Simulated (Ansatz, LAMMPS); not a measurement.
# Glassy 50SiO2-43CaO-7P2O5 (mol %) (85 atoms) under strain, part 5 of 5

How stiff is glassy 50SiO2-43CaO-7P2O5 (mol %) (85 atoms), and how do its levels respond to strain?

Ansatz 0.2.0; Kohn-Sham DFT, RPBE, PAW (set soft_2), plane waves.

The cell: 15 Si, 13 Ca, 4 P and 53 O. The quench rate of 30 K/ps far exceeds what a furnace or splat quench reaches. The network of bonds at the start is that of the classical potential that made the cell. Sampling is at Γ alone.

So far. Step 11 (Compressed by 1 % along x): The relaxation converged after 5 steps, 0.0668 eV below its start, with a largest force component of 0.047 eV/Å. Step 11 (Compressed by 1 % along x): Compressed by 1 % along x: the energy stands 0.0340 eV above that of the reference, at a pressure of 0.513 GPa.

### Step 12. Sheared by 2 % in xy

A shear of the relaxed cell gives the modulus that volume changes can't reach.

Input file input.yaml:

```yaml
crystal:
  lattice:
    - [10.70974, 0.19121, 0.42572]
    - [0.19134, 10.72239, -0.18378]
    - [0.42388, -0.17952, 10.74574]
  atoms:
    [... the 85 atom lines of step 4 ...]
kpoints:
  mp_grid: { grid: [1, 1, 1] }
hamiltonian:
  xc: rpbe
scf:
  occupations: { method: fixed }
output:
  forces: true
  eigenvalues: true
  stress: true
relax:
  f_tol: 0.05
  max_steps: 70
```

Started as:

```bash
$ ansatz run input.yaml --threads 4 --pin off --max-ram 8192MiB --backend cpu --events-out ev --progress --plain --runs-dir out
```

Numbers of over 12 decimals in the logs are rounded to 6 here.

The program printed:

```text
[...]
Crystal: 85 atoms, lattice volume = 1231.266 Å³
Basis set: ecut = 420 eV, 24049 PW (Γ), exchange–correlation on 144×144×144 points (8 copies of the dense FFT grid, shifted against one another)
Bands: 349, of which v1, the nominal top of the filled ones, is band 264 counted from 1 (263 counted from 0)
Symmetry: 1 space group operations
[...]
k-points: 1
[...]
SCF iter   1: F=—  HF=-66568.994528 eV  |F-HF|=—  |Δ(HF+E_count)|=         —  Δρ=4.18e-3  dr2=2.22e-1  ethr=1.77e-3  ⟨swp⟩=7.0  Hψ=1377  notcnv=0  defer=83
[...]
SCF iter   6: F=—  HF=-66568.961486 eV  |F-HF|=—  |Δ(HF+E_count)|=   2.24e-4  Δρ=4.43e-5  dr2=2.14e-5  ethr=2.31e-8  ⟨swp⟩=3.0  Hψ=569  notcnv=0  defer=83
SCF iter   7: F=-66568.961502 eV  HF=-66568.961502 eV  |F-HF|=1.77e-8  |Δ(HF+E_count)|=   1.61e-5  Δρ=2.14e-5  dr2=4.62e-6  ethr=4.05e-9  ⟨swp⟩=24.0  Hψ=3248  notcnv=0
SCF 1 converged in 7 iterations: F = -66568.961502 eV  dr2 = 4.62e-6
[...]
relax step   1: F+E_penalty+E_count = -66568.96150240 eV  Δ(F+E_penalty+E_count) = +0.000e0 eV  max|allowed force component| = 6.277e-1 eV/Å  Δτ_max = 0.0000 Å  (7 SCF iters, dr2 threshold 6.25e-5 eV, accepted)
[...]
relax step   2: F+E_penalty+E_count = -66569.03822264 eV  Δ(F+E_penalty+E_count) = -7.672e-2 eV  max|allowed force component| = 3.983e-1 eV/Å  Δτ_max = 0.0316 Å  (5 SCF iters, dr2 threshold 2.46e-5 eV, accepted)
[...]
relax step   3: F+E_penalty+E_count = -66569.07668655 eV  Δ(F+E_penalty+E_count) = -3.846e-2 eV  max|allowed force component| = 1.729e-1 eV/Å  Δτ_max = 0.0393 Å  (6 SCF iters, dr2 threshold 9.91e-6 eV, accepted)
relax step   4: F+E_penalty+E_count = -66568.95630000 eV  Δ(F+E_penalty+E_count) = +1.204e-1 eV  max|allowed force component| = 6.513e-1 eV/Å  Δτ_max = 0.1051 Å  (7 SCF iters, dr2 threshold 5.63e-6 eV, rejected (line search))
relax step   5: F+E_penalty+E_count = -66569.07904979 eV  Δ(F+E_penalty+E_count) = -2.363e-3 eV  max|allowed force component| = 1.304e-1 eV/Å  Δτ_max = 0.0525 Å  (9 SCF iters, accepted)
relax step   6: F+E_penalty+E_count = -66569.07738280 eV  Δ(F+E_penalty+E_count) = +1.667e-3 eV  max|allowed force component| = 1.351e-1 eV/Å  Δτ_max = 0.1000 Å  (7 SCF iters, dr2 threshold 3.20e-6 eV, rejected (line search))
[...]
relax step   7: F+E_penalty+E_count = -66569.08853099 eV  Δ(F+E_penalty+E_count) = -9.481e-3 eV  max|allowed force component| = 3.532e-2 eV/Å  Δτ_max = 0.0324 Å  (8 SCF iters, accepted)
SCF converged after 8 iterations
Free energy (F): -66569.088531 eV
[...]
Internal energy: -66569.088531 eV  (E = F + TS)
E sigma→0 (E₀):  -66569.088531 eV
Fermi energy:    4.121541 eV
[...]
Σ components = -66569.088531   (vs F -66569.088531, Δ=0.00e0)
--- Forces (eV/Å), atoms counted from 1 ---
  atom   1  Si     0.00316815     0.00342784    -0.01174393
  atom   2  Si     0.00637111     0.00965310    -0.01523029
  atom   3  Si    -0.02159562    -0.00052362    -0.00183159
  atom   4  Si    -0.00452877     0.00694373     0.00195041
[...]
atom  85  O      0.00178231    -0.00326867     0.00169983
  max |Σ_I F_I| component: 2.04e-4 eV/Å
--- Stress (GPa, compression-positive) ---
       -0.216057      -0.519003      -0.034322
       -0.519001      -0.009693      -0.115598
       -0.034322      -0.115599      -0.030408
  P = ⅓ Tr σ = -0.0854 GPa (-0.854 kbar)
--- Band table (eV) ---
[...]
--- Relaxed structure (7 steps of the walk, 5 accepted, 0 SCFs on fresh bases) ---
  F+E_penalty+E_count = -66569.08853099 eV   max|allowed force component| = 3.532e-2 eV/Å
  atoms:
    - { symbol: Si, position: [0.638048, 0.440952, 0.552910] }
    - { symbol: Si, position: [0.407352, 0.765758, 0.823109] }
    - { symbol: Si, position: [0.337043, 0.015423, 0.969202] }
    - { symbol: Si, position: [0.507974, 0.422860, 0.183448] }
[...]
- { symbol: O, position: [0.553625, 0.516819, 0.875911] }
```

Wall time 54 s (4 threads of Intel Xeon Platinum 8488C (Sapphire Rapids), shared host); peak memory 1.6 GiB.

The relaxation converged after 7 steps, 0.127 eV below its start, with a largest force component of 0.035 eV/Å.

Sheared by 2 % in xy: the energy stands 0.0387 eV above that of the reference, at a pressure of -0.0854 GPa.

### Step 13. Pressure against volume

Atoms are relaxed at each volume, in the scaled cell.

```
volume change (%)  volume (Å³/atom)  energy change (meV/atom)  pressure (GPa)  largest move on relaxing (Å)  bonds  gap (eV)
              -10            13.038                     24.64            5.91                          1.11    153                4.68
               -6            13.618                      9.47            3.62                          0.26    149                4.55
               -3            14.052                      2.25            1.73                          0.12    146                4.48
               +0            14.487                      0.00            0.01                             -    142                4.37
               +3            14.922                      1.76           -1.21                          0.27    140                4.29
               +6            15.356                      5.95           -2.05                          0.51    138                4.19
```

### Step 14. Uniaxial strain and shear

Stress (GPa, compression positive) less that of the relaxed cell, atoms relaxed:

| strain | xx | yy | zz | xy | energy change (meV/atom) |
| --- | --- | --- | --- | --- | --- |
| stretched by 1 % along x | -0.736 | -0.363 | -0.333 | -0.136 | 0.30 |
| compressed by 1 % along x | 0.775 | 0.386 | 0.351 | 0.132 | 0.40 |
| sheared by 2 % in xy | -0.233 | -0.021 | -0.030 | -0.512 | 0.46 |

### Step 15. Findings

The bulk modulus, from the slope of pressure against ln V over the three points nearest the relaxed volume, is 49.0 GPa; between neighbouring points the slope runs 53, 60, 56, 41 and 29 GPa from the smallest volume up, without a steady fall, so no pressure derivative is given. The count of bonds runs from 138 to 153 over the series, so at some points contacts cross the cutoffs. At -10 % and +6 % some atom moved by over 0.5 Å on relaxing, so those points may sit in another local minimum. The gap goes from 4.68 eV at the smallest volume to 4.19 eV at the largest, -3.0 eV per unit of ln V by a straight line, on the run's k-points. In the Cartesian axes of the cell, finite differences give C11 = 75.6, C12 = 37.4, C13 = 34.2 and C66 = 25.6 GPa (the shear of 2 % is the engineering strain, εxy = 0.01). The mean of C11, C12 and C13, which equals the bulk modulus in a cubic or isotropic solid, is 49.1 GPa: it agrees with the bulk modulus within 10 %. For an isotropic solid C66 would equal (C11 − C12)/2 = 19.1 GPa; so small a sample needn't be isotropic, and C66 rests on one shear. With the bulk modulus and C66 as K and G, Young's modulus would be about 65 GPa and Poisson's ratio 0.28.

**Limits.** Strains are finite and relaxations stop at the force tolerance of the input, which can leave moduli too stiff; they are those of a static cell at zero temperature. Volumes are changed with the cell's shape held, so in an anisotropic solid the modulus lies over the one under free hydrostatic load. The program notes that the SCF threshold of the relaxations is loose for the stress.

The DFT runs together took 15 min of wall time.

[Logs are printed without paths, hosts, clocks, repeated set-up lines and the standing remarks that a program may print on its own settings, such as how far it seeks lower states.]

[Hosts, paths, dates, database ids (printed as entryN), source tags and the programs' standing remarks are cut or masked in the printed files.]
